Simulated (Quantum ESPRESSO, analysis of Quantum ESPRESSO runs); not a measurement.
# Reproducing a measured migration barrier: interstitial H in fcc Al, hop from a tetrahedral to the next octahedral site (Quantum ESPRESSO)

How near does this set-up come to the measured migration barrier? Subject: interstitial H in fcc Al, hop from a tetrahedral to the next octahedral site. Set-up: PBEsol, GBRV 1.5 PBEsol, 32-site cell, PBEsol lattice, k: 3x3x3. The model is a cell of 32 host atoms with 1 H put in. The barrier is the energy of the highest image of a climbing band over the relaxed site that the atom leaves. A local or semilocal functional is the cheapest first rung.

Measured beforehand: Migration barrier: 0.452 eV, by diffusion measurements (T > 250 K); average of cited values (quoted in “Explainable Machine Learning for Hydrogen Diffusion in Metals and Random Binary Alloys”, 2023, G. M. Lu et al., quoting earlier work (1981)). The runs below try to reproduce this.

Main program and level: Quantum ESPRESSO 7.5; Quantum ESPRESSO plane-wave DFT, PBEsol, GBRV 1.5 PBEsol potentials; relaxation of all atoms of a defect supercell.

Most raw output is cut from this account.

## 1. The starting structure

The cell holds 33 atoms: 32 Al and 1 H. Its edges and angles: a = 8.027 Å, b = 8.027 Å, c = 8.027 Å, α = 90.0°, β = 90.0°, γ = 90.0°. It derives from Al (space group Fm-3m). Nearest the centre at fractional (0.375, 0.375, 0.375): H33 at 0.00 Å, Al8 at 1.74 Å, Al29 at 1.74 Å, Al11 at 1.74 Å, Al18 at 1.74 Å, Al13 at 3.33 Å, Al4 at 3.33 Å, Al15 at 3.33 Å.

The host's primitive cell comes from a first run (Quantum ESPRESSO plane-wave DFT, PBEsol, GBRV 1.5 PBEsol potentials; relaxation of cell and atoms of a defect-free cell): vectors of 2.838, 2.838 and 2.838 Å. That is 16.16 Å³ an atom, 2.7 % under the diffraction cell's volume. The supercell is built on it.

## 2. Relaxation, charge 0

A barrier counts from a true minimum, so both ends of the jump are relaxed first.

Input file pw.in:

```
&CONTROL
  calculation = 'relax'
  prefix = 'pwscf'
  outdir = './tmp'
  pseudo_dir = './pseudo'
  tprnfor = .true.
  disk_io = 'low'
  nstep = 70
  forc_conv_thr = 0.00078
  etot_conv_thr = 0.0001
/
&SYSTEM
  ibrav = 0
  nat = 33
  ntyp = 2
  ecutwfc = 45
  ecutrho = 360
  nbnd = 63
  occupations = 'smearing'
  smearing = 'mv'
  degauss = 0.00734986
/
&ELECTRONS
  conv_thr = 3d-08
  electron_maxstep = 100
  mixing_beta = 0.5
/
&IONS
  ion_dynamics = 'bfgs'
/
ATOMIC_SPECIES
Al    26.9815 al_pbesol_v1.uspp.F.UPF
H      1.0080 h_pbesol_v1.4.uspp.F.UPF
CELL_PARAMETERS angstrom
   8.0266502575    0.0000000000    0.0000000000
   0.0000000000    8.0266502575    0.0000000000
   0.0000000000    0.0000000000    8.0266502575
ATOMIC_POSITIONS crystal
Al     0.0000000000    0.0000000000    0.0000000000
Al     0.0000000000    0.2500000000    0.2500000000
Al     0.2500000000    0.0000000000    0.2500000000
Al     0.2500000000    0.2500000000    0.0000000000
Al     0.0000000000    0.0000000000    0.5000000000
Al     0.0000000000    0.2500000000    0.7500000000
Al     0.2500000000    0.0000000000    0.7500000000
Al     0.2500000000    0.2500000000    0.5000000000
[... 21 atom lines left out ...]
Al     0.5000000000    0.7500000000    0.7500000000
Al     0.7500000000    0.5000000000    0.7500000000
Al     0.7500000000    0.7500000000    0.5000000000
H      0.3750000000    0.3750000000    0.3750000000
K_POINTS automatic
3 3 3 0 0 0
```

Launch:

```bash
$ OMP_NUM_THREADS=1 mpirun -n 4 pw.x -nk 4 -in pw.in > pw.out
```

Elapsed: 6.5 min, on 4 MPI ranks of Arm Neoverse V1, shared host; peak memory 1.7 GiB.

The steps of the relaxation:

```
step  energy less that of the first step (eV)
   0                                   0.0000
   1                                  -0.1270
   2                                  -0.2243
   3                                  -0.2980
   4                                  -0.3084
   5                                  -0.3119
   6                                  -0.3152
   7                                  -0.3161
   8                                  -0.3164
```

The atoms that moved most (Å):

```
atom      dx      dy      dz  length
Al29   0.073   0.073   0.073   0.126
 Al8  -0.073  -0.073   0.073   0.126
Al18   0.073  -0.073  -0.073   0.126
Al11  -0.073   0.073  -0.073   0.126
Al30   0.002   0.017   0.017   0.024
Al32   0.017   0.017   0.002   0.024
Al31   0.017   0.002   0.017   0.024
 Al7  -0.002  -0.017   0.017   0.024
```

The relaxed structure:

```xyz
33
Lattice="8.0267 0.0000 0.0000 0.0000 8.0267 0.0000 0.0000 0.0000 8.0267" Properties=species:S:1:pos:R:3 pbc="T T T"
Al    0.0019    0.0019    0.0019
Al    0.0064    2.0092    2.0092
Al    2.0092    0.0064    2.0092
Al    2.0092    2.0092    0.0064
Al   -0.0171   -0.0171    4.0156
Al   -0.0171    2.0044    6.0371
Al    2.0044   -0.0171    6.0371
Al    1.9340    1.9340    4.0860
Al   -0.0171    4.0156   -0.0171
Al   -0.0171    6.0371    2.0044
Al    1.9340    4.0860    1.9340
Al    2.0044    6.0371   -0.0171
Al    0.0064    4.0108    4.0108
Al    0.0019    6.0180    6.0180
Al    2.0092    4.0108    6.0136
Al    2.0092    6.0136    4.0108
Al    4.0156   -0.0171   -0.0171
Al    4.0860    1.9340    1.9340
Al    6.0371   -0.0171    2.0044
Al    6.0371    2.0044   -0.0171
Al    4.0108    0.0064    4.0108
Al    4.0108    2.0092    6.0136
Al    6.0180    0.0019    6.0180
Al    6.0136    2.0092    4.0108
Al    4.0108    4.0108    0.0064
Al    4.0108    6.0136    2.0092
Al    6.0136    4.0108    2.0092
Al    6.0180    6.0180    0.0019
Al    4.0860    4.0860    4.0860
Al    4.0156    6.0371    6.0371
Al    6.0371    4.0156    6.0371
Al    6.0371    6.0371    4.0156
H     3.0100    3.0100    3.0100
```

Neighbours of H33 at the end:

```
atom  distance (Å)
 Al8         1.864
Al18         1.864
Al11         1.864
Al29         1.864
Al13         3.320
 Al4         3.320
Al15         3.320
Al21         3.320
Al25         3.320
Al27         3.320
Al26         3.320
Al24         3.320
Al22         3.320
Al16         3.320
 Al2         3.320
 Al3         3.320
```

First to last step the energy falls by 0.316 eV; the largest move, 0.13 Å, is that of Al29 and 3 other atoms alike.

## 3. Relaxation, charge 0

The other end of the jump is relaxed alike.

Input file pw.in:

```
&CONTROL
  calculation = 'relax'
  prefix = 'pwscf'
  outdir = './tmp'
  pseudo_dir = './pseudo'
  tprnfor = .true.
  disk_io = 'low'
  nstep = 70
  forc_conv_thr = 0.00078
  etot_conv_thr = 0.0001
/
&SYSTEM
  ibrav = 0
  nat = 33
  ntyp = 2
  ecutwfc = 45
  ecutrho = 360
  nbnd = 63
  occupations = 'smearing'
  smearing = 'mv'
  degauss = 0.00734986
/
&ELECTRONS
  conv_thr = 3d-08
  electron_maxstep = 100
  mixing_beta = 0.5
/
&IONS
  ion_dynamics = 'bfgs'
/
ATOMIC_SPECIES
Al    26.9815 al_pbesol_v1.uspp.F.UPF
H      1.0080 h_pbesol_v1.4.uspp.F.UPF
CELL_PARAMETERS angstrom
   8.0266502575    0.0000000000    0.0000000000
   0.0000000000    8.0266502575    0.0000000000
   0.0000000000    0.0000000000    8.0266502575
ATOMIC_POSITIONS crystal
Al     0.0000000000    0.0000000000    0.0000000000
Al     0.0000000000    0.2500000000    0.2500000000
[... 1 atom line left out ...]
Al     0.2500000000    0.2500000000    0.0000000000
[... 3 atom lines left out ...]
Al     0.2500000000    0.2500000000    0.5000000000
[... 2 atom lines left out ...]
Al     0.2500000000    0.5000000000    0.2500000000
[... 1 atom line left out ...]
Al     0.0000000000    0.5000000000    0.5000000000
[... 1 atom line left out ...]
Al     0.2500000000    0.5000000000    0.7500000000
[... 2 atom lines left out ...]
Al     0.5000000000    0.2500000000    0.2500000000
[... 2 atom lines left out ...]
Al     0.5000000000    0.0000000000    0.5000000000
[... 3 atom lines left out ...]
Al     0.5000000000    0.5000000000    0.0000000000
Al     0.5000000000    0.7500000000    0.2500000000
Al     0.7500000000    0.5000000000    0.2500000000
[... 1 atom line left out ...]
Al     0.5000000000    0.5000000000    0.5000000000
[... 3 atom lines left out ...]
H      0.2500000000    0.2500000000    0.2500000000
K_POINTS automatic
3 3 3 0 0 0
```

The job ended after 5.5 min (4 MPI ranks; peak memory 1.8 GiB).

Relaxation path:

```
step  energy less that of the first step (eV)
   0                                   0.0000
   1                                  -0.0169
   2                                  -0.0315
   3                                  -0.0459
   4                                  -0.0523
   5                                  -0.0528
   6                                  -0.0534
   7                                  -0.0538
```

The atoms that moved most (Å):

```
atom      dx      dy      dz  length
 Al2  -0.048   0.000   0.000   0.048
 Al3   0.000  -0.048   0.000   0.048
 Al4   0.000   0.000  -0.048   0.048
 Al8   0.000   0.000   0.048   0.048
Al11   0.000   0.048   0.000   0.048
Al18   0.048   0.000   0.000   0.048
Al10  -0.010   0.000   0.000   0.010
 Al7   0.000  -0.010   0.000   0.010
```

Neighbours of H33 at the end:

```
atom  distance (Å)
 Al2         2.054
 Al4         2.054
 Al3         2.054
Al11         2.054
Al18         2.054
 Al8         2.054
 Al9         3.472
Al13         3.472
Al21         3.472
Al17         3.472
Al29         3.472
Al25         3.472
 Al5         3.472
 Al1         3.472
```

From the first step to the last the energy fell by 0.054 eV, and the largest move was 0.048 Å (Al2 and 5 other atoms alike).

## 4. Nudged elastic band

A band of images joins the two ends; its highest image climbs to the saddle, whose energy over the site left is the barrier.

This step: Quantum ESPRESSO plane-wave DFT, PBEsol, GBRV 1.5 PBEsol potentials; nudged elastic band between two relaxed defect structures.

Input file neb.in:

```
BEGIN
BEGIN_PATH_INPUT
&PATH
  restart_mode = 'from_scratch'
  string_method = 'neb'
  nstep_path = 45
  ds = 1.5
  opt_scheme = 'broyden'
  num_of_images = 5
  k_max = 0.3
  k_min = 0.2
  CI_scheme = 'auto'
  path_thr = 0.05
/
END_PATH_INPUT
BEGIN_ENGINE_INPUT
&CONTROL
  prefix = 'pwscf'
  outdir = './tmp'
  pseudo_dir = './pseudo'
  disk_io = 'low'
/
&SYSTEM
  ibrav = 0
  nat = 33
  ntyp = 2
  ecutwfc = 45
  ecutrho = 360
  nbnd = 63
  occupations = 'smearing'
  smearing = 'mv'
  degauss = 0.00734986
/
&ELECTRONS
  conv_thr = 3d-08
  electron_maxstep = 100
  mixing_beta = 0.5
/
ATOMIC_SPECIES
Al    26.9815 al_pbesol_v1.uspp.F.UPF
H      1.0080 h_pbesol_v1.4.uspp.F.UPF
CELL_PARAMETERS angstrom
   8.0266502575    0.0000000000    0.0000000000
   0.0000000000    8.0266502575    0.0000000000
   0.0000000000    0.0000000000    8.0266502575
BEGIN_POSITIONS
FIRST_IMAGE
ATOMIC_POSITIONS crystal
Al     0.0002421946    0.0002421946    0.0002421946
Al     0.0008004951    0.2503164512    0.2503164512
Al     0.2503164512    0.0008004951    0.2503164512
Al     0.2503164512    0.2503164512    0.0008004951
Al    -0.0021328918   -0.0021328918    0.5002788368
Al    -0.0021328918    0.2497211632    0.7521328918
Al     0.2497211632   -0.0021328918    0.7521328918
Al     0.2409469740    0.2409469740    0.5090530260
Al    -0.0021328918    0.5002788368   -0.0021328918
Al    -0.0021328918    0.7521328918    0.2497211632
Al     0.2409469740    0.5090530260    0.2409469740
Al     0.2497211632    0.7521328918   -0.0021328918
Al     0.0008004951    0.4996835488    0.4996835488
Al     0.0002421946    0.7497578054    0.7497578054
Al     0.2503164512    0.4996835488    0.7491995049
Al     0.2503164512    0.7491995049    0.4996835488
Al     0.5002788368   -0.0021328918   -0.0021328918
Al     0.5090530260    0.2409469740    0.2409469740
Al     0.7521328918   -0.0021328918    0.2497211632
Al     0.7521328918    0.2497211632   -0.0021328918
Al     0.4996835488    0.0008004951    0.4996835488
Al     0.4996835488    0.2503164512    0.7491995049
Al     0.7497578054    0.0002421946    0.7497578054
Al     0.7491995049    0.2503164512    0.4996835488
Al     0.4996835488    0.4996835488    0.0008004951
Al     0.4996835488    0.7491995049    0.2503164512
Al     0.7491995049    0.4996835488    0.2503164512
Al     0.7497578054    0.7497578054    0.0002421946
Al     0.5090530260    0.5090530260    0.5090530260
Al     0.5002788368    0.7521328918    0.7521328918
Al     0.7521328918    0.5002788368    0.7521328918
Al     0.7521328918    0.7521328918    0.5002788368
H      0.3750000000    0.3750000000    0.3750000000
LAST_IMAGE
ATOMIC_POSITIONS crystal
Al     0.0003772318    0.0003772318    0.0003772318
Al    -0.0057941573    0.2501313988    0.2501313988
[... 5 atom lines left out ...]
Al     0.2501313988    0.2501313988    0.5060569549
[... 2 atom lines left out ...]
Al     0.2501313988    0.5060569549    0.2501313988
[... 3 atom lines left out ...]
Al     0.2501313988    0.5014284220    0.7501313988
Al     0.2501313988    0.7501313988    0.5014284220
[... 1 atom line left out ...]
Al     0.5060569549    0.2501313988    0.2501313988
[... 3 atom lines left out ...]
Al     0.5014284220    0.2501313988    0.7501313988
[... 1 atom line left out ...]
Al     0.7501313988    0.2501313988    0.5014284220
Al     0.4998855657    0.4998855657    0.0003772318
Al     0.5014284220    0.7501313988    0.2501313988
Al     0.7501313988    0.5014284220    0.2501313988
[... 1 atom line left out ...]
Al     0.4998855657    0.4998855657    0.4998855657
[... 3 atom lines left out ...]
H      0.2501313988    0.2501313988    0.2501313988
END_POSITIONS
K_POINTS automatic
3 3 3 0 0 0
END_ENGINE_INPUT
END
```

Launch:

```bash
$ OMP_NUM_THREADS=1 mpirun -n 4 neb.x -ni 2 -inp neb.in > neb.out
```

Run time: 32 min. Hardware: 4 MPI ranks; peak memory 2 GiB; 2.1 h of CPU time.

Images along the path:

```
image  path (Å)  energy (eV)     H33: x, y, z (Å)
    0     0.000       0.0000  3.010, 3.010, 3.010
    1     0.479       0.1150  2.741, 2.741, 2.741
    2     0.873       0.1743  2.517, 2.517, 2.517
    3     1.291       0.1067  2.284, 2.284, 2.284
    4     1.781       0.0440  2.008, 2.008, 2.008
```

Numbers from this step:

| Property | Result |
| --- | --- |
| barrier forward | 0.1743 eV |

## 5. Outcome

```
migration barrier (saddle less minimum) : 0.17 eV
energy difference of the two ends       : 0.04 eV
length of the hop                       : 1.74 Å
```

What this shows: Migration barrier: computed 0.17 eV, measured 0.452 eV; 0.28 eV below the measurement. The measured number is an Arrhenius activation energy of long-range diffusion; for H it holds zero-point energy, and trapping at vacancies and dislocations can raise it. One hop between neighbouring sites is computed at the host's lattice. Limits: the periodic copies of the defect are only 8.0 Å apart.

[Logs are printed without paths, hosts, clocks, repeated set-up lines and the standing remarks that a program may print on its own settings, such as how far it seeks lower states.]

[Hosts, paths, dates, database ids (printed as entryN), source tags and the programs' standing remarks are cut or masked in the printed files.]

[For some hosts the program warned that the k-mesh of the response run may be too coarse for force constants and the static dielectric constant; such warnings are not shown here.]
